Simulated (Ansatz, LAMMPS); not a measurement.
# Ionic liquid BMIM+ dicyanamide, from a frame at 450 K (90 atoms): geometry optimisation, part 2 of 2

How does ionic liquid BMIM+ dicyanamide, from a frame at 450 K (90 atoms) relax, and what do bonds, charges and levels look like afterwards?

Ansatz 0.2.0; Kohn-Sham DFT, PBE+D4, PAW (set soft_2), plane waves.

The cell: 30 C, 15 N and 45 H. The network of contacts between molecules at the start is that of the classical potential that made the cell. The density was typed from a rule of thumb and may lie off the real one at this temperature. The Brillouin zone is sampled at Γ only, in a cell whose shortest periodic width is 10 Å.

So far, density (g/cm³): step 5 (distances and neighbours after relaxation) 1.05.

### 6. Single point at the relaxed geometry

One more single point at the end of the walk gives the fuller output and checks the residual forces.

input.yaml

```yaml
crystal:
  lattice:
    - [9.90267, 0.0, 0.0]
    - [0.0, 9.90267, 0.0]
    - [0.0, 0.0, 9.90267]
  atoms:
    - { symbol: C, position: [0.42545, 0.92232, 0.15124] }
    - { symbol: C, position: [0.53883, 0.99699, 0.07751] }
    - { symbol: C, position: [0.52252, 0.00466, 0.92391] }
    - { symbol: C, position: [0.39198, 0.07099, 0.87525] }
    [... 80 atom lines left out ...]
    - { symbol: "N", position: [0.28355, 0.60258, 0.28958] }
    - { symbol: "N", position: [0.78285, 0.71217, 0.93164] }
    - { symbol: C, position: [0.84491, 0.81379, 0.93765] }
    - { symbol: "N", position: [0.91015, 0.92822, 0.92997] }
    - { symbol: C, position: [0.97858, 0.9808, 0.02866] }
    - { symbol: "N", position: [0.04448, 0.03804, 0.11019] }
kpoints:
  mp_grid: { grid: [1, 1, 1] }
hamiltonian:
  xc: pbe
  dispersion: d4
scf:
  occupations: { method: fixed }
output:
  forces: true
  stress: true
  populations: true
  dos:
    method: { smearing: { sigma: 0.15 } }
    de: 0.1
    projected: { site_lists: { C: [C], H: [H], "N": ["N"] } }
  eigenvalues: true
  write_density: true
  write_potential: true
  volumetric_format: npy
```

On the command line:

```
ansatz run input.yaml --threads 4 --pin off --max-ram 8192MiB --backend cpu --events-out ev --progress --plain --runs-dir out
```

Run time: 9.3 s. Hardware: 4 threads of Arm Neoverse V2, shared host; peak memory 0.96 GiB.

The program notes that the exchange-correlation potential is rough where the density is thin.

Numbers from this run:

```
free energy                                      : -14009.7264 eV
free energy per atom                             : -155.6636 eV/atom
SCF cycles                                       : 11
pressure                                         : -0.2916 GPa
r.m.s. force component                           : 0.00901 eV/Å
longest force                                    : 0.05269 eV/Å
Fermi energy                                     : 0.09359 eV
gap (highest filled to lowest empty level) : 3.138 eV
spilling of the projection                       : 0.01329
```

Löwdin charges by element and coordination (they lack the spilled electrons, 0.035 e an atom on average):

```
element  coordination  atoms  mean charge (e)  spread    least    most
      C           all     30           -0.101   0.235   -0.460   0.293
      C             2      6            0.275  0.0137    0.258   0.293
      C             3      9          -0.0226  0.0607  -0.0739  0.0723
      C             4     15           -0.298  0.0965   -0.460  -0.157
      H           all     45            0.205  0.0265    0.153   0.249
      N           all     15           -0.202   0.211   -0.405  0.0609
      N             1      6           -0.393    0.01   -0.405  -0.379
      N             2      3           -0.334  0.0038   -0.339  -0.331
      N             3      6           0.0549  0.0055   0.0448  0.0609
```

States in the cell by windows of 1 eV, zero at the Fermi level; the larger projections on atomic orbitals stand beside the total:

```
from (eV)  to (eV)  total   C p  N p  H s  C s  N s
      -18      -17    0.2   0.0  0.0  0.0  0.0  0.1
      -17      -16    9.5   2.4  1.1  0.0  1.7  4.1
      -16      -15    8.1   1.5  1.3  0.9  3.2  1.2
      -15      -14    6.9   0.5  1.3  1.0  3.8  0.1
      -14      -13    5.8   0.4  1.4  1.1  2.8  0.1
      -13      -12    5.5   0.6  0.7  1.3  2.6  0.1
      -12      -11    8.1   2.0  1.6  1.6  2.7  0.1
      -11      -10   14.0   4.7  4.7  1.4  2.6  0.5
      -10       -9    7.7   2.9  0.7  1.9  1.9  0.1
       -9       -8    6.2   2.5  0.6  1.7  1.1  0.1
       -8       -7    8.7   4.2  3.1  1.0  0.2  0.0
       -7       -6   27.1  14.8  4.7  6.1  0.8  0.2
       -6       -5   21.6  12.4  4.5  4.0  0.2  0.3
       -5       -4   24.4  14.8  3.7  5.2  0.1  0.2
       -4       -3   20.8   6.8  7.5  3.1  0.4  2.9
       -3       -2   29.1  13.7  9.6  4.8  0.2  0.6
       -2       -1   10.1   5.9  3.7  0.1  0.0  0.3
       -1        0    7.3   0.4  6.7  0.0  0.0  0.1
        0        1    0.8   0.0  0.8  0.0  0.0  0.0
        1        2    0.0   0.0  0.0  0.0  0.0  0.0
        2        3    0.3   0.2  0.1  0.0  0.0  0.0
        3        4    6.5   3.6  2.0  0.4  0.1  0.0
        4        5   11.8   5.4  1.6  1.6  0.8  0.1
```

With fixed occupations the program's Fermi level is the highest filled level; weight inside the gap is the broadening of levels at its edges.

Between -23 and -18 eV lie 18 more states.

The levels nearest the highest filled one (over half full), pooled over k-points and spins:

```
level less the highest filled one (eV)  occupation
                                 -1.19           2
                                 -1.15           2
                                -0.732           2
                                -0.371           2
                                -0.351           2
                                     0           2
                                  3.14           0
                                  3.35           0
                                  3.71           0
                                  4.06           0
                                  4.25           0
                                  4.30           0
```

Valence density in the ac plane at fractional y = 0.620, with atoms of H and C and N within 0.2 Å of it. It is the smooth field of the valence electrons, not physical close to the nuclei.

Ten even steps from '_' (0.0 e/Å³) to '@' (3.6 e/Å³), each cell a mean:
```
______________________..::--..__________________________
______________________..::::....____________..__________
______________________::==::..__________________________
....__________________::--..____________________________
--==..__________________________________________________
::==--::..______________________________________________
::------==::________________________________....________
::::::----::______________________________..--::......::
**--......________________________________..--==----==**
##--______________________________________..--++====**@@
**--..____________________________________..==++--::--**
++==::..________________......__________..--++++::....--
++++==--..____________..::==--..______::==++++==------==
==--====::________..::--==++--..______--====--==##%%%%**
........______..::======--::..________........::**@@@@++
____________..==**##++--::..__________________..--****::
____________--##@@%%==::________________________::==--::
..__________--##%%++::________________________::--====--
::__________..::::..________________________::==++======
..__________________________________________..::::::::::
________________________________________________________
________________________________________________________
________________________::--..__________________________
______________________..--==..__________________________
```
Columns run along a (9.9 Å), rows up along c (9.9 Å). Atoms in or near the plane, at fractional coordinates: H at (0.46, 0.04), H at (0.42, 0.86), C at (0.92, 0.25), N at (0.91, 0.39), C at (0.80, 0.47), C at (0.02, 0.47), H at (0.82, 0.20), H at (0.70, 0.43), H at (0.02, 0.81), H at (0.17, 0.70), H at (0.13, 0.44), C at (0.37, 0.36), N at (0.28, 0.29).

Electrostatic potential energy in the ac plane at fractional y = 0.620, with atoms of H and C and N within 0.2 Å of it. With pseudopotentials it is smooth inside the atoms' cores, unlike the true potential.

Ten even steps from '_' (-56 eV) to '@' (6 eV), each cell a mean:
```
@@@@@@@@@@@@@@@@@@@@@@@@##**##@@@@@@@@@@@@@@@@@@@@@@@@@@
@@@@@@@@@@@@@@@@@@@@@@%%##**##%%@@@@@@@@@@@@@@@@@@@@@@@@
@@@@@@@@@@@@@@@@@@@@%%++==##%%@@@@@@@@@@@@@@@@@@@@@@@@@@
**##@@@@@@@@@@@@@@@@%%==--%%@@@@@@@@@@@@@@@@@@@@@@@@@@@@
::--%%@@@@@@@@@@@@@@@@%%%%@@@@@@@@@@@@@@@@@@@@@@@@@@@@%%
**++**%%%%@@@@@@@@@@@@@@@@@@@@@@@@@@@@@@@@@@@@@@@@@@@@%%
##==--**==++%%@@@@@@@@@@@@@@@@@@@@@@@@@@@@%%##%%@@@@@@%%
##**++##====%%@@@@@@@@@@@@@@@@@@@@@@@@@@@@%%**####%%%%##
--##%%%%%%%%@@@@@@@@@@@@@@@@@@@@@@@@@@@@@@%%++..::**++::
..**%%@@@@@@@@@@@@@@@@@@@@@@@@@@@@@@@@@@@@%%==____==--__
==##%%@@@@@@@@@@@@@@@@@@@@@@@@@@@@@@@@@@@@%%**==++##**--
..::**%%@@@@@@@@@@@@@@@@@@@@@@@@@@@@@@@@%%==..::**%%##++
____==++**@@@@@@@@@@@@%%##++##@@@@@@%%**++..____++****::
::--++::==%%@@@@@@##****++==**@@@@@@##..--++::----....--
##%%%%%%%%@@@@@@%%--__..**##%%@@@@@@@@##%%%%%%##::____==
%%@@@@@@@@@@%%++==..__..**%%@@@@@@@@@@@@@@@@@@%%**----##
@@@@@@@@@@@@**..__::++**%%@@@@@@@@@@@@@@@@@@@@%%##====##
%%@@@@@@@@@@##::..==%%@@@@@@@@@@@@@@@@@@@@@@%%%%==____==
%%@@@@@@@@@@@@%%##%%@@@@@@@@@@@@@@@@@@@@@@@@**--==....++
%%@@@@@@@@@@@@@@@@@@@@@@@@@@@@@@@@@@@@@@@@@@##++######%%
@@@@@@@@@@@@@@@@@@@@@@@@@@@@@@@@@@@@@@@@@@@@@@@@@@@@@@@@
@@@@@@@@@@@@@@@@@@@@@@@@@@%%@@@@@@@@@@@@@@@@@@@@@@@@@@@@
@@@@@@@@@@@@@@@@@@@@@@%%++--%%@@@@@@@@@@@@@@@@@@@@@@@@@@
@@@@@@@@@@@@@@@@@@@@@@%%++==%%@@@@@@@@@@@@@@@@@@@@@@@@@@
```
Columns run along a (9.9 Å; values clipped at the 3rd and 97th percentile), rows up along c (9.9 Å). Atoms in or near the plane, at fractional coordinates: H at (0.46, 0.04), H at (0.42, 0.86), C at (0.92, 0.25), N at (0.91, 0.39), C at (0.80, 0.47), C at (0.02, 0.47), H at (0.82, 0.20), H at (0.70, 0.43), H at (0.02, 0.81), H at (0.17, 0.70), H at (0.13, 0.44), C at (0.37, 0.36), N at (0.28, 0.29).

Mean Löwdin charges: C -0.10, H +0.21, N -0.20 e (they miss 1.3 % of the electrons, so they add up to more than the cell's charge). The largest share in the top eV of filled states is N p (93 % of the projected weight), and in the lowest eV of empty states C p (61 % of the projected weight).

A closer look about C31, picked at random: 10 atoms, nearest first, numbered in the order of the input, with positions taken from that point.

```
atom      x      y      z  distance (Å)  bonds  Löwdin charge (e)
 C31   0.00   0.00   0.00          0.00      3              -0.07
 H45   0.56   0.11   0.92          1.08      1               0.23
 C32  -1.33  -0.23  -0.20          1.37      3              -0.05
 N30   0.59   0.12  -1.24          1.38      3               0.06
 N33  -1.53  -0.25  -1.57          2.20      3               0.06
 C35  -0.36  -0.03  -2.18          2.21      3               0.05
 H46  -2.14  -0.35   0.51          2.23      1               0.25
 C29   2.01   0.41  -1.51          2.54      4              -0.16
 H44   2.48   0.49  -0.53          2.59      1               0.20
 H73   0.59  -2.64   0.97          2.87      1               0.21
```

The column of bonds counts only the pairs H-C within 1.34 Å, C-C within 1.85 Å, C-N within 1.79 Å; other neighbours, such as metal atoms beside each other in a compound, aren't counted, and periodic images can show an atom twice.

### 7. Summary of results

| Item | Value |
| --- | --- |
| energy change in the relaxation | -117.6 meV/atom |
| r.m.s. displacement | 1.191 Å |
| largest displacement | 3.326 Å |
| free energy per atom | -155.6636 eV/atom |
| pressure | -0.2916 GPa |
| r.m.s. force component | 0.00901 eV/Å |
| gap (highest filled to lowest empty level) | 3.138 eV |
| wall time of the 3 DFT runs | 3.3 min |

In words: Relaxation lowers the energy by 118 meV/atom and moves atoms by 1.2 Å r.m.s.; the r.m.s. force component goes from 1.7 to 0.0090 eV/Å, the pressure goes from 0.48 to -0.29 GPa, and the gap from 2.74 to 3.14 eV. By the final cutoffs no bond was broken or made. From the first step to the last the energy fell by 10.585 eV, and the largest move was 3.33 Å (H11). The C-C bonds go from 1.462 Å (spread 0.062) to 1.489 Å (spread 0.070). Counting bonds as in the table, 50 % of C atoms have 4, all H atoms have 1 and 40 % of N atoms have 1 and as many 3 bonded neighbours. The highest filled and lowest empty levels differ by 3.14 eV (at Γ alone); a semilocal functional tends to put such gaps too low. In a disordered cell it changes from sample to sample and from frame to frame.

**Limits.** The network of contacts between molecules at the start is that of the classical potential that made the cell; in DFT atoms moved by 1.2 Å r.m.s.

[Logs are printed without paths, hosts, clocks, repeated set-up lines and the standing remarks that a program may print on its own settings, such as how far it seeks lower states.]

[Hosts, paths, dates, database ids (printed as entryN), source tags and the programs' standing remarks are cut or masked in the printed files.]
